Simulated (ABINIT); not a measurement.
# A GW chain in ABINIT: PbO (P4/nmm), part 2 of 3

Wanted: ground state, empty states, screening and self-energy for PbO (P4/nmm).

ABINIT 10.8.3; PBE and many-body steps on it, plane waves. Known limits of the many-body steps: not at the basis limit; no spin-orbit coupling; coarse k mesh.

So far. Step 2 (Ground state): The gap is indirect, with the least direct gap 0.98 eV higher.

The database entry behind the starting cell differs from later determinations by our own check (c about 1 % long), so it need not match the best structure at ambient conditions.

## (3) Bands along the symmetry lines

Level of this step: DFT, PBE, plane waves, norm-conserving pseudopotentials (ABINIT).

Levels along a band path, at the cheap level, show where the edges lie and whether the meshes to come will hold them.

Contents of run.abi:

```
acell 3*1.0 Angstrom
rprim 
  3.960000000000 0.000000000000 0.000000000000
  0.000000000000 3.960000000000 0.000000000000
  0.000000000000 0.000000000000 5.070000000000
ntypat 2
znucl 82 8
natom 4
typat 1 1 2 2
xred 
  0.000000000000 0.500000000000 0.239357705921
  0.500000000000 0.000000000000 0.760642294079
  -0.000000000000 0.000000000000 0.000000000000
  0.500000000000 0.500000000000 0.000000000000
pp_dirpath "pseudos"
pseudos "Pb.upf, O.upf"
ecut 42
iscf -2
irdden 1
kptopt 0
nkpt 75
kpt 
  0.00000000 0.00000000 0.00000000
  0.00000000 0.06250000 0.00000000
  0.00000000 0.12500000 0.00000000
  0.00000000 0.18750000 0.00000000
  0.00000000 0.25000000 0.00000000
  0.00000000 0.31250000 0.00000000
  0.00000000 0.37500000 0.00000000
  0.00000000 0.43750000 0.00000000
  0.00000000 0.50000000 0.00000000
  0.06250000 0.50000000 0.00000000
  0.12500000 0.50000000 0.00000000
  0.18750000 0.50000000 0.00000000
  0.25000000 0.50000000 0.00000000
  0.31250000 0.50000000 0.00000000
  0.37500000 0.50000000 0.00000000
  0.43750000 0.50000000 0.00000000
  0.50000000 0.50000000 0.00000000
  0.43750000 0.43750000 0.00000000
  0.37500000 0.37500000 0.00000000
  0.31250000 0.31250000 0.00000000
  0.25000000 0.25000000 0.00000000
  0.18750000 0.18750000 0.00000000
  0.12500000 0.12500000 0.00000000
  0.06250000 0.06250000 0.00000000
  0.00000000 0.00000000 0.00000000
  0.00000000 0.00000000 0.06250000
  0.00000000 0.00000000 0.12500000
  0.00000000 0.00000000 0.18750000
  0.00000000 0.00000000 0.25000000
  0.00000000 0.00000000 0.31250000
  0.00000000 0.00000000 0.37500000
  0.00000000 0.00000000 0.43750000
  0.00000000 0.00000000 0.50000000
  0.00000000 0.06250000 0.50000000
  0.00000000 0.12500000 0.50000000
  0.00000000 0.18750000 0.50000000
  0.00000000 0.25000000 0.50000000
  0.00000000 0.31250000 0.50000000
  0.00000000 0.37500000 0.50000000
  0.00000000 0.43750000 0.50000000
  0.00000000 0.50000000 0.50000000
  0.06250000 0.50000000 0.50000000
  0.12500000 0.50000000 0.50000000
  0.18750000 0.50000000 0.50000000
  0.25000000 0.50000000 0.50000000
  0.31250000 0.50000000 0.50000000
  0.37500000 0.50000000 0.50000000
  0.43750000 0.50000000 0.50000000
  0.50000000 0.50000000 0.50000000
  0.43750000 0.43750000 0.50000000
  0.37500000 0.37500000 0.50000000
  0.31250000 0.31250000 0.50000000
  0.25000000 0.25000000 0.50000000
  0.18750000 0.18750000 0.50000000
  0.12500000 0.12500000 0.50000000
  0.06250000 0.06250000 0.50000000
  0.00000000 0.00000000 0.50000000
  0.00000000 0.50000000 0.00000000
  0.00000000 0.50000000 0.06250000
  0.00000000 0.50000000 0.12500000
  0.00000000 0.50000000 0.18750000
  0.00000000 0.50000000 0.25000000
  0.00000000 0.50000000 0.31250000
  0.00000000 0.50000000 0.37500000
  0.00000000 0.50000000 0.43750000
  0.00000000 0.50000000 0.50000000
  0.50000000 0.50000000 0.00000000
  0.50000000 0.50000000 0.06250000
  0.50000000 0.50000000 0.12500000
  0.50000000 0.50000000 0.18750000
  0.50000000 0.50000000 0.25000000
  0.50000000 0.50000000 0.31250000
  0.50000000 0.50000000 0.37500000
  0.50000000 0.50000000 0.43750000
  0.50000000 0.50000000 0.50000000
istwfk *1
nband 35
nbdbuf 2
tolwfr 1e-08
nstep 40
prtwf 0
prtvol 0
indata_prefix "in"
outdata_prefix "out"
tmpdata_prefix "tmp"
```

Started as:

```
> OMP_NUM_THREADS=1 mpirun -n 8 abinit run.abi > log
```

Numbers of over 12 decimals in the logs are rounded to 6 here.

Output:

```text
.Version 10.8.3 of ABINIT. v10.8.2 released Aug 2026.

 Symmetries : space group P4/n m m (#129); Bravais tP (primitive tetrag.)
[... echo of the input left out ...]
== DATASET  1 ==================================================================
-   mpi_nproc: 8, omp_nthreads: 1 (-1 if OMP is not activated)

--- !DatasetInfo
iteration_state: {dtset: 1, }
dimensions: {natom: 4, nkpt: 75, mband: 35, nsppol: 1, nspinor: 1, nspden: 1, mpw: 7032, }
cutoff_energies: {ecut:  42.0, pawecutdg:  -1.0, }
electrons: {nelect:   5.60000000E+01, charge:   0.00000000E+00, occopt:   1.00000000E+00, tsmear:   1.00000000E-02, }

 Real(R)+Recip(G) space primitive vectors, cartesian coordinates (Bohr,Bohr^-1):
 R(1)=  7.4833155  0.0000000  0.0000000  G(1)=  0.1336306  0.0000000  0.0000000
 R(2)=  0.0000000  7.4833155  0.0000000  G(2)=  0.0000000  0.1336306  0.0000000
 R(3)=  0.0000000  0.0000000  9.5809115  G(3)=  0.0000000  0.0000000  0.1043742
 Unit cell volume ucvol=  5.3653114E+02 bohr^3
 Angles (23,13,12)=  9.00000000E+01  9.00000000E+01  9.00000000E+01 degrees

 getcut: wavevector=  0.0000  0.0000  0.0000  ngfft=  45  45  60
         ecut(hartree)=     42.000   => boxcut(ratio)=   2.01544

--- Pseudopotential description ------------------------------------------------
- Pb Generated using ONCVPSP code by D. R. Hamann
- 82.00000  22.00000  220131                  znucl, zion, pspdat
12 -101130 3 -1 1692                          pspcod,pspxc,lmax,lloc,mmax
     nproj     2     2     2     1
  pspatm : epsatm=   27.21822286
         --- l  ekb(1:nproj) -->
             0   15.655587    1.914583
             1    7.187683    1.168328
             2    3.424574    0.432546
             3    9.337611
 pspatm: atomic psp has been read  and splines computed

- O Generated using ONCVPSP code by D. R. Hamann
-  8.00000   6.00000  171031                  znucl, zion, pspdat
12 -101130 2 -1 936                           pspcod,pspxc,lmax,lloc,mmax
     nproj     2     2     1     0
  pspatm : epsatm=    6.17005460
         --- l  ekb(1:nproj) -->
[...]
2   -1.331955
 pspatm: atomic psp has been read  and splines computed

--------------------------------------------------------------------------------

================================================================================
 prteigrs : about to open file out_EIG
 Non-SCF case, kpt    1 (  0.00000  0.00000  0.00000), residuals and eigenvalues=
  8.90E-09  7.91E-09  2.35E-09  6.44E-09  2.71E-09  7.00E-09  6.12E-09  3.35E-09
  4.79E-09  2.53E-09  2.78E-09  9.93E-09  1.50E-09  1.95E-09  7.91E-09  1.95E-09
  7.32E-09  8.30E-09  7.27E-09  2.38E-09  5.07E-09  2.13E-09  7.44E-09  9.03E-09
[...]
-4.8391E+00 -4.8391E+00 -2.6964E+00 -2.6964E+00 -2.6963E+00 -2.6963E+00
 -2.6962E+00 -2.6962E+00 -4.1289E-01 -3.9311E-01 -3.2927E-01 -3.2927E-01
[...]
Non-SCF case, kpt   74 (  0.50000  0.50000  0.43750), residuals and eigenvalues=
[...]
4.4013E-01  4.4013E-01  4.7249E-01  4.7249E-01  6.5506E-01
 Non-SCF case, kpt   75 (  0.50000  0.50000  0.50000), residuals and eigenvalues=
[...]
-2.8844E-01 -2.8844E-01 -3.7298E-02 -3.7298E-02  1.1760E-01  1.1760E-01
  1.7599E-01  1.7599E-01  2.2482E-01  2.2482E-01  3.8342E-01  3.8342E-01
  4.3231E-01  4.3231E-01  4.7312E-01  4.7312E-01  6.6055E-01

--- !ResultsGS
iteration_state: {dtset: 1, }
comment   : Summary of ground state results
lattice_vectors:
- [  7.4833155,   0.0000000,   0.0000000, ]
- [  0.0000000,   7.4833155,   0.0000000, ]
- [  0.0000000,   0.0000000,   9.5809115, ]
lattice_lengths: [   7.48332,    7.48332,    9.58091, ]
lattice_angles: [ 90.000,  90.000,  90.000, ] # degrees, (23, 13, 12)
lattice_volume:   5.3653114E+02
convergence: {deltae:  0.000E+00, res2:  0.000E+00, residm:  9.995E-09, diffor:  0.000E+00, }
etotal    :  -4.52737043E+02
entropy   :   0.00000000E+00
fermie    :   2.60970933E-01
cartesian_stress_tensor: null
pressure_GPa: null
xred      :
- [  0.0000E+00,   5.0000E-01,   2.3936E-01, Pb]
- [  5.0000E-01,   0.0000E+00,   7.6064E-01, Pb]
- [  0.0000E+00,   0.0000E+00,   0.0000E+00,  O]
- [  5.0000E-01,   5.0000E-01,   0.0000E+00,  O]
cartesian_forces: null
force_length_stats: {min: null, max: null, mean: null, }

 Integrated electronic density in atomic spheres:
 ------------------------------------------------
 Atom  Sphere_radius  Integrated_density
[...]
================================================================================

 ----iterations are completed or convergence reached----

 Mean square residual over all n,k,spin=   49.176E-10; max=  99.946E-10
 reduced coordinates (array xred) for    4 atoms
[...]
cartesian coordinates (angstrom) at end:
    1      0.000000     1.980000     1.213544
    2      1.980000     0.000000     3.856456
    3      0.000000     0.000000     0.000000
    4      1.980000     1.980000     0.000000
 length scales=  1.889726125908  1.889726125908  1.889726125908 bohr
              =  1.000000000000  1.000000000000  1.000000000000 angstroms
 prteigrs : about to open file out_EIG
 Eigenvalues (hartree) for nkpt=  75  k points:
 kpt#   1, nband= 35, wtk=  1.00000, kpt=  0.0000  0.0000  0.0000 (reduced coord)
[...]
kpt#   2, nband= 35, wtk=  1.00000, kpt=  0.0000  0.0625  0.0000 (reduced coord)
[...]
kpt#   3, nband= 35, wtk=  1.00000, kpt=  0.0000  0.1250  0.0000 (reduced coord)
[...]
kpt#  74, nband= 35, wtk=  1.00000, kpt=  0.5000  0.5000  0.4375 (reduced coord)
[...]
0.47249    0.47249    0.65506
 kpt#  75, nband= 35, wtk=  1.00000, kpt=  0.5000  0.5000  0.5000 (reduced coord)
[...]
-0.32177   -0.32177   -0.28844   -0.28844   -0.03730   -0.03730    0.11760    0.11760
   0.17599    0.17599    0.22482    0.22482    0.38342    0.38342    0.43231    0.43231
   0.47312    0.47312    0.66055

== END DATASET(S) ==============================================================
================================================================================

 -outvars: echo values of variables after computation  --------
            nband          35
             nkpt          75
          spgroup         129
 [... the other variables as echoed above ...]

 Calculation completed.
```

Wall time 23 s (8 MPI ranks of AMD EPYC 9R45, shared host); peak memory 0.89 GiB.

Numbers from this step:

```yaml
gap: 1.116 eV
k_of_the_valence_top: 0, 0.0625, 0
k_of_the_conduction_bottom: 0.5, 0.5, 0
least_direct_gap: 2.098 eV
```

The gap is 1.116 eV, −0.001 eV from the run before at this level.

The electronic bands at the labelled points (eV, zero at the top of the highest filled band):

```csv
point,band 25,band 26,band 27,band 28,band 29,band 30,band 31,band 32
Γ,-1.72,-1.58,-1.58,0.00,2.41,5.54,5.56,5.56
halfway,-2.51,-1.99,-1.94,-0.27,3.52,3.54,5.47,5.89
X,-2.94,-2.94,-1.74,-1.74,3.32,3.32,6.62,6.62
halfway,-2.21,-2.21,-1.44,-1.44,2.44,2.44,5.38,5.38
M,-1.77,-1.77,-0.98,-0.98,1.12,1.12,5.18,5.18
halfway,-2.86,-2.73,-1.21,-0.56,3.00,3.35,4.70,5.17
Γ,-1.72,-1.58,-1.58,0.00,2.41,5.54,5.56,5.56
halfway,-1.74,-1.60,-1.60,-0.43,2.15,4.51,4.51,5.05
Z,-1.76,-1.61,-1.61,-1.09,2.12,3.96,3.96,4.33
halfway,-2.33,-2.01,-1.17,-1.05,2.27,3.18,4.59,6.57
R,-2.91,-2.91,-1.07,-1.07,3.00,3.00,6.29,6.29
halfway,-1.70,-1.70,-1.53,-1.53,3.35,3.35,4.56,4.56
A,-2.31,-2.31,-0.98,-0.98,3.33,3.33,4.66,4.66
halfway,-2.74,-1.64,-1.21,-1.15,2.46,3.61,3.85,6.41
Z,-1.76,-1.61,-1.61,-1.09,2.12,3.96,3.96,4.33
jump to X,-2.94,-2.94,-1.74,-1.74,3.32,3.32,6.62,6.62
halfway,-2.93,-2.93,-1.36,-1.36,3.16,3.16,6.46,6.46
R,-2.91,-2.91,-1.07,-1.07,3.00,3.00,6.29,6.29
jump to M,-1.77,-1.77,-0.98,-0.98,1.12,1.12,5.18,5.18
halfway,-2.05,-2.05,-0.98,-0.98,1.93,1.93,5.51,5.51
A,-2.31,-2.31,-0.98,-0.98,3.33,3.33,4.66,4.66
```

## (4) Empty states on the mesh, 4×4×2 mesh, 111 bands

The sums over transitions need many empty states on a uniform mesh; this step solves for them.

Contents of run.abi:

```
acell 3*1.0 Angstrom
rprim 
  3.960000000000 0.000000000000 0.000000000000
  0.000000000000 3.960000000000 0.000000000000
  0.000000000000 0.000000000000 5.070000000000
ntypat 2
znucl 82 8
natom 4
typat 1 1 2 2
xred 
  0.000000000000 0.500000000000 0.239357705921
  0.500000000000 0.000000000000 0.760642294079
  -0.000000000000 0.000000000000 0.000000000000
  0.500000000000 0.500000000000 0.000000000000
pp_dirpath "pseudos"
pseudos "Pb.upf, O.upf"
ecut 42
ngkpt 4 4 2
nshiftk 1
shiftk 0 0 0
kptopt 1
chksymbreak 0
iscf -2
irdden 1
istwfk *1
nband 111
nbdbuf 10
tolwfr 1e-09
nstep 60
prtvol 0
indata_prefix "in"
outdata_prefix "out"
tmpdata_prefix "tmp"
```

Output:

```text
.Version 10.8.3 of ABINIT. v10.8.2 released Aug 2026.

 Symmetries : space group P4/n m m (#129); Bravais tP (primitive tetrag.)
[... echo of the input left out ...]
== DATASET  1 ==================================================================
-   mpi_nproc: 8, omp_nthreads: 1 (-1 if OMP is not activated)
-    --> not optimal distribution: autoparal keyword recommended in input file <--

--- !DatasetInfo
iteration_state: {dtset: 1, }
dimensions: {natom: 4, nkpt: 12, mband: 111, nsppol: 1, nspinor: 1, nspden: 1, mpw: 7032, }
cutoff_energies: {ecut:  42.0, pawecutdg:  -1.0, }
electrons: {nelect:   5.60000000E+01, charge:   0.00000000E+00, occopt:   1.00000000E+00, tsmear:   1.00000000E-02, }

 Real(R)+Recip(G) space primitive vectors, cartesian coordinates (Bohr,Bohr^-1):
 R(1)=  7.4833155  0.0000000  0.0000000  G(1)=  0.1336306  0.0000000  0.0000000
 R(2)=  0.0000000  7.4833155  0.0000000  G(2)=  0.0000000  0.1336306  0.0000000
 R(3)=  0.0000000  0.0000000  9.5809115  G(3)=  0.0000000  0.0000000  0.1043742
 Unit cell volume ucvol=  5.3653114E+02 bohr^3
 Angles (23,13,12)=  9.00000000E+01  9.00000000E+01  9.00000000E+01 degrees

 getcut: wavevector=  0.0000  0.0000  0.0000  ngfft=  45  45  60
         ecut(hartree)=     42.000   => boxcut(ratio)=   2.01544

--- Pseudopotential description ------------------------------------------------
- Pb Generated using ONCVPSP code by D. R. Hamann
- 82.00000  22.00000  220131                  znucl, zion, pspdat
12 -101130 3 -1 1692                          pspcod,pspxc,lmax,lloc,mmax
     nproj     2     2     2     1
  pspatm : epsatm=   27.21822286
         --- l  ekb(1:nproj) -->
             0   15.655587    1.914583
             1    7.187683    1.168328
             2    3.424574    0.432546
             3    9.337611
 pspatm: atomic psp has been read  and splines computed

- O Generated using ONCVPSP code by D. R. Hamann
-  8.00000   6.00000  171031                  znucl, zion, pspdat
12 -101130 2 -1 936                           pspcod,pspxc,lmax,lloc,mmax
     nproj     2     2     1     0
  pspatm : epsatm=    6.17005460
         --- l  ekb(1:nproj) -->
[...]
2   -1.331955
 pspatm: atomic psp has been read  and splines computed

--------------------------------------------------------------------------------

================================================================================
 prteigrs : about to open file out_EIG
 Non-SCF case, kpt    1 (  0.00000  0.00000  0.00000), residuals and eigenvalues=
  6.76E-10  6.59E-10  5.88E-10  7.69E-10  2.95E-10  6.04E-10  2.35E-10  2.73E-10
  3.29E-10  9.87E-10  1.60E-10  4.43E-10  3.16E-10  2.40E-10  3.12E-10  3.89E-10
  2.42E-10  3.89E-10  2.53E-10  5.90E-10  4.93E-10  1.62E-10  4.41E-10  7.66E-10
[...]
6.86E-08  3.97E-07  1.34E-06  5.21E-07  5.27E-06  4.97E-05  9.29E-04
 -4.8391E+00 -4.8391E+00 -2.6964E+00 -2.6964E+00 -2.6963E+00 -2.6963E+00
 -2.6962E+00 -2.6962E+00 -4.1289E-01 -3.9311E-01 -3.2927E-01 -3.2927E-01
 -3.2711E-01 -3.2697E-01 -3.2393E-01 -3.2125E-01 -3.2109E-01 -3.2109E-01
[...]
1.9192E+00  1.9350E+00  1.9369E+00  1.9369E+00  2.0407E+00  2.0407E+00
  2.0717E+00  2.0813E+00  2.0949E+00  2.1178E+00  2.1178E+00  2.1249E+00
[...]
prteigrs : prtvol=0 or 1, do not print more k-points.

--- !ResultsGS
iteration_state: {dtset: 1, }
comment   : Summary of ground state results
lattice_vectors:
- [  7.4833155,   0.0000000,   0.0000000, ]
- [  0.0000000,   7.4833155,   0.0000000, ]
- [  0.0000000,   0.0000000,   9.5809115, ]
lattice_lengths: [   7.48332,    7.48332,    9.58091, ]
lattice_angles: [ 90.000,  90.000,  90.000, ] # degrees, (23, 13, 12)
lattice_volume:   5.3653114E+02
convergence: {deltae:  0.000E+00, res2:  0.000E+00, residm:  9.927E-10, diffor:  0.000E+00, }
etotal    :  -4.52737043E+02
entropy   :   0.00000000E+00
fermie    :   2.60970933E-01
cartesian_stress_tensor: null
pressure_GPa: null
xred      :
- [  0.0000E+00,   5.0000E-01,   2.3936E-01, Pb]
- [  5.0000E-01,   0.0000E+00,   7.6064E-01, Pb]
- [  0.0000E+00,   0.0000E+00,   0.0000E+00,  O]
- [  5.0000E-01,   5.0000E-01,   0.0000E+00,  O]
cartesian_forces: null
force_length_stats: {min: null, max: null, mean: null, }

 Integrated electronic density in atomic spheres:
 ------------------------------------------------
 Atom  Sphere_radius  Integrated_density
[...]
================================================================================

 ----iterations are completed or convergence reached----

 Mean square residual over all n,k,spin=   42.931E-11; max=  99.275E-11
 reduced coordinates (array xred) for    4 atoms
[...]
0.000000000000      0.000000000000      0.000000000000
       0.500000000000      0.500000000000      0.000000000000

 cartesian coordinates (angstrom) at end:
    1      0.000000     1.980000     1.213544
    2      1.980000     0.000000     3.856456
    3      0.000000     0.000000     0.000000
    4      1.980000     1.980000     0.000000
 length scales=  1.889726125908  1.889726125908  1.889726125908 bohr
              =  1.000000000000  1.000000000000  1.000000000000 angstroms
 prteigrs : about to open file out_EIG
 Eigenvalues (hartree) for nkpt=  12  k points:
 kpt#   1, nband=111, wtk=  0.03125, kpt=  0.0000  0.0000  0.0000 (reduced coord)
[...]
1.83989    1.85804    1.86959    1.86959    1.87550    1.89253    1.91117    1.91117
   1.91922    1.93503    1.93692    1.93692    2.04069    2.04069    2.07166    2.08131
   2.09491    2.11778    2.11778    2.12488    2.14095    2.14105    2.17135
 prteigrs : prtvol=0 or 1, do not print more k-points.

== END DATASET(S) ==============================================================
================================================================================

 -outvars: echo values of variables after computation  --------
            nband         111
             nkpt          12
          spgroup         129
 [... the other variables as echoed above ...]

 Calculation completed.
```

It took 30 s on 8 MPI ranks; peak memory 0.8 GiB; 3.9 min of CPU time.

Numbers from this step:

```
gap                                                           : 1.117 eV
k of the valence top                                          : 0, 0, 0
k of the conduction bottom                                    : 0.5, 0.5, 0
least direct gap                                              : 2.098 eV
k points computed                                             : 12
lowest point of the top converged band, above the valence top : 47.02 eV
```

On this mesh the gap is 1.117 eV.

[end of part 2 of 3]

[Paths, hosts, dates, memory and timing lines, banners, echoed tables and standing remarks are left out of the program output.]

[Logs are printed without paths, hosts, clocks, repeated set-up lines and the standing remarks that a program may print on its own settings, such as how far it seeks lower states.]

[Runs of the session that timed out or met a known fault of the program may be left out.]

[Hosts, paths, dates, database ids (printed as entryN), source tags and the programs' standing remarks are cut or masked in the printed files.]

[G0W0 gaps are taken among the corrected bands and points alone; a level outside them can change the order at an edge.]

[Where Ansatz stands beside ABINIT at settings called matched, ABINIT's density can come from a denser mesh and the files from another edition; pairs whose starting gaps differed by over 0.03 eV were left out, so agreement reads better than it is.]
